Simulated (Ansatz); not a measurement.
**k-point convergence of GW for La2O3 (P-3m1)**

Wanted: mesh convergence of the gap correction in La2O3 (P-3m1).

Program: Ansatz 0.2.0. Level of theory: G0W0 on PBE, plane waves, PAW; PAW set soft_1. Results are calculated unless marked as measured.

This is a report of a sequence of runs, with most program output left out.

## 1. Set-up

The structure is trigonal, space group P-3m1 (No. 164). The conventional cell has a = 3.931 Å, b = 3.931 Å, c = 6.112 Å, α = 90.00°, β = 90.00°, γ = 120.00°. Nearest to La lie 7 O at 2.36 to 2.72 Å. Nearest to O lie 4 La at 2.36 to 2.44 Å. O has 6 La at 2.72 Å nearest. Farther neighbours and most contacts between anions are not listed.

The cell and positions are those that the Materials Project relaxed with its own functionals (PBE, PBE+U or r2SCAN), kept fixed. Spin-orbit coupling is left out unless a step names it.

## 2. The 3×3×2 mesh

Now the one-shot GW correction: screening in the RPA, then the self-energy of the levels asked for. This step takes PAW set soft_1 files.

Contents of input.yaml:

```yaml
crystal:
  lattice:
    - [3.930777878, 0.0, 0.0]
    - [-1.965388939, 3.404153499, 0.0]
    - [0.0, 0.0, 6.11195352]
  atoms:
    - { symbol: La, position: [0.66666667, 0.33333333, 0.75376432] }
    - { symbol: La, position: [0.33333333, 0.66666667, 0.24623568] }
    - { symbol: O, position: [0.66666667, 0.33333333, 0.35410935] }
    - { symbol: O, position: [0.33333333, 0.66666667, 0.64589065] }
    - { symbol: O, position: [0.0, 0.0, 0.0] }
kpoints:
  mp_grid: { grid: [3, 3, 2] }
hamiltonian:
  xc: pbe
  pseudopotentials: { kind: paw, azcp: { folder: soft_1 } }
scf:
  occupations: { method: fixed }
gw:
  n_empty_bands: 185
  ecut_chi: 100
  qp_bands: [v2, c2]
  qp_kpoints: band_edges
  screening: { model: contour_deformation }
```

On the command line:

```console
$ ansatz run input.yaml --threads 2 --pin off --max-ram 92160MiB --backend cuda --events-out ev --progress --plain --runs-dir out --devices 1 --max-vram 13GiB
```

It took 4.8 s on 1 × NVIDIA H100 80GB HBM3 (shared by 6 runs) with 2 threads of AMD EPYC 7R13 (Zen 3), shared host; peak memory 1.1 GiB.

Numbers from this step:

```
bands summed                                 : 205
RPA ε∞ on this mesh (eigenvalues)            : 4.563, 4.625, 4.625
plane waves in the screening matrix          : 183
q-points in the mesh                         : 18
G0W0 gap on the mesh                         : 5.428 eV
k of the valence top                         : 0, 0.3333, -0.5
k of the conduction bottom                   : 0.3333, 0.3333, 0
starting gap on the mesh                     : 3.935 eV
Z at the valence top                         : 0.7444
Z at the conduction bottom                   : 0.8057
least direct G0W0 gap on the computed points : 5.448 eV
```

The gap on the mesh goes from 3.94 eV to 5.43 eV, a correction of +1.49 eV. Between the two edge states, bare exchange in place of the xc potential would open the gap by 10.51 eV, and correlation takes back 9.02 eV.

## 3. The 6×6×2 mesh

Only the mesh changes. It samples the long-range screening, which converges on its own terms.

input.yaml: that of step 2 with these lines changed.

```diff
@@ -12,3 +12,3 @@
 kpoints:
-  mp_grid: { grid: [3, 3, 2] }
+  mp_grid: { grid: [6, 6, 2] }
 hamiltonian:
```

The job ended after 16 s (1 × NVIDIA H100 80GB HBM3 (shared by 6 runs) with 2 threads; peak memory 1.2 GiB).

This step gave:

| Item | Value |
| --- | --- |
| bands summed | 205 |
| RPA ε∞ on this mesh (eigenvalues) | 4.547, 4.625, 4.625 |
| plane waves in the screening matrix | 183 |
| q-points in the mesh | 72 |
| G0W0 gap on the mesh | 5.346 eV |
| k of the valence top | 0, -0.5, -0.5 |
| k of the conduction bottom | 0.3333, 0.3333, 0 |
| starting gap on the mesh | 3.844 eV |
| Z at the valence top | 0.7446 |
| Z at the conduction bottom | 0.8078 |
| least direct G0W0 gap on the computed points | 5.447 eV |

Against the run with 3×3×2 mesh, 185 empty bands, screening to 100 eV, PAW set soft_1 files, the gap moves by −0.08 eV, while the start moved by −0.09 eV. A band edge is found at another k point on this mesh.

## 4. The 6×6×4 mesh

input.yaml: that of step 3 with these lines changed.

```diff
@@ -12,3 +12,3 @@
 kpoints:
-  mp_grid: { grid: [6, 6, 2] }
+  mp_grid: { grid: [6, 6, 4] }
 hamiltonian:
```

Run time: 29 s. Hardware: 1 × NVIDIA H100 80GB HBM3 (shared by 6 runs) with 2 threads; peak memory 1.3 GiB; 45 s of CPU time.

This step gave:

```yaml
bands_summed: 205
rpa_eps_infinity_on_this_mesh_eigenvalues: 4.522, 4.620, 4.620
plane_waves_in_the_screening_matrix: 183
g0w0_gap_on_the_mesh: 5.348 eV
k_of_the_valence_top: 0, -0.5, -0.5
k_of_the_conduction_bottom: 0.3333, 0.3333, 0
starting_gap_on_the_mesh: 3.842 eV
least_direct_g0w0_gap_on_the_computed_points: 5.454 eV
```

Against the run with 6×6×2 mesh, 185 empty bands, screening to 100 eV, PAW set soft_1 files, the gap moves by +0.002 eV.

## 5. The 12×12×4 mesh

input.yaml: that of step 4 with these lines changed.

```diff
@@ -12,3 +12,3 @@
 kpoints:
-  mp_grid: { grid: [6, 6, 4] }
+  mp_grid: { grid: [12, 12, 4] }
 hamiltonian:
```

Wall time 6.3 min (1 × NVIDIA H100 80GB HBM3 (shared by 6 runs) with 2 threads); peak memory 2.1 GiB.

Numbers from this step:

- bands summed: 205
- RPA ε∞ on this mesh (eigenvalues): 4.522, 4.620, 4.620
- plane waves in the screening matrix: 183
- G0W0 gap on the mesh: 5.334 eV
- k of the valence top: 0.25, 0.25, -0.5
- k of the conduction bottom: 0.3333, 0.3333, 0
- starting gap on the mesh: 3.842 eV
- least direct G0W0 gap on the computed points: 5.454 eV

Against the run with 6×6×4 mesh, 185 empty bands, screening to 100 eV, PAW set soft_1 files, the gap moves by −0.014 eV. A band edge is found at another k point on this mesh.

## 6. The meshes together

Times are wall times on 1 × NVIDIA H100 80GB HBM3 (shared by 6 runs) with 2 threads of AMD EPYC 7R13 (Zen 3), shared host, good to a factor of about two.

```csv
mesh,points,irreducible,start (eV),G0W0 (eV),shift (eV),RPA ε∞ (mean),time
3×3×2,18,6,3.935,5.428,+1.492,4.60,4.8 s
6×6×2,72,14,3.844,5.346,+1.502,4.60,16 s
6×6×4,144,24,3.842,5.348,+1.506,4.59,29 s
12×12×4,576,69,3.842,5.334,+1.492,4.59,6.3 min
```

## 7. Results

```
3×3×2    : 5.428 eV (shift +1.492)
6×6×2    : 5.346 eV (shift +1.502)
6×6×4    : 5.348 eV (shift +1.506)
12×12×4  : 5.334 eV (shift +1.492)
settings : PBE start, 185 empty bands, 100 eV
```

In words: The shift is +1.49 eV on 3×3×2 and +1.49 eV on 12×12×4. On 12×12×4 the edges lie at (0.250, 0.250, 0.500) and (0.333, 0.333, 0.000), on 6×6×4 at (0.000, 0.500, 0.500) and (0.333, 0.333, 0.000), so these two shifts belong to different pairs of states. The RPA ε∞ (mean) ranges from 4.59 to 4.60 and ends at 4.59. On 12×12×4 the states that bound the G0W0 gap lie 3.861 eV apart in the start, so part of the shift is a change of edge. The starting gap changes too, by 0.09 eV, since the meshes hold different points and converge the density differently. From 18 to 576 points the time grows 78-fold. Bands and cutoff are modest here, so the values stand off the basis limit. Empty 4f levels lie among the conduction bands. Their place in the start is unsure; it enters the screening, and the edge itself where they lie low. The many-body steps are scalar-relativistic: spin-orbit coupling is not in them.

[Paths, hosts, dates, memory and timing lines, banners, echoed tables and standing remarks are left out of the program output.]

[Logs are printed without paths, hosts, clocks, repeated set-up lines and the standing remarks that a program may print on its own settings, such as how far it seeks lower states.]

[Runs of the session that timed out or met a known fault of the program may be left out.]

[Cells called generated may have been cut or substituted from an entry of the Crystallography Open Database or the Materials Project.]

[Hosts, paths, dates, database ids (printed as entryN), source tags and the programs' standing remarks are cut or masked in the printed files.]
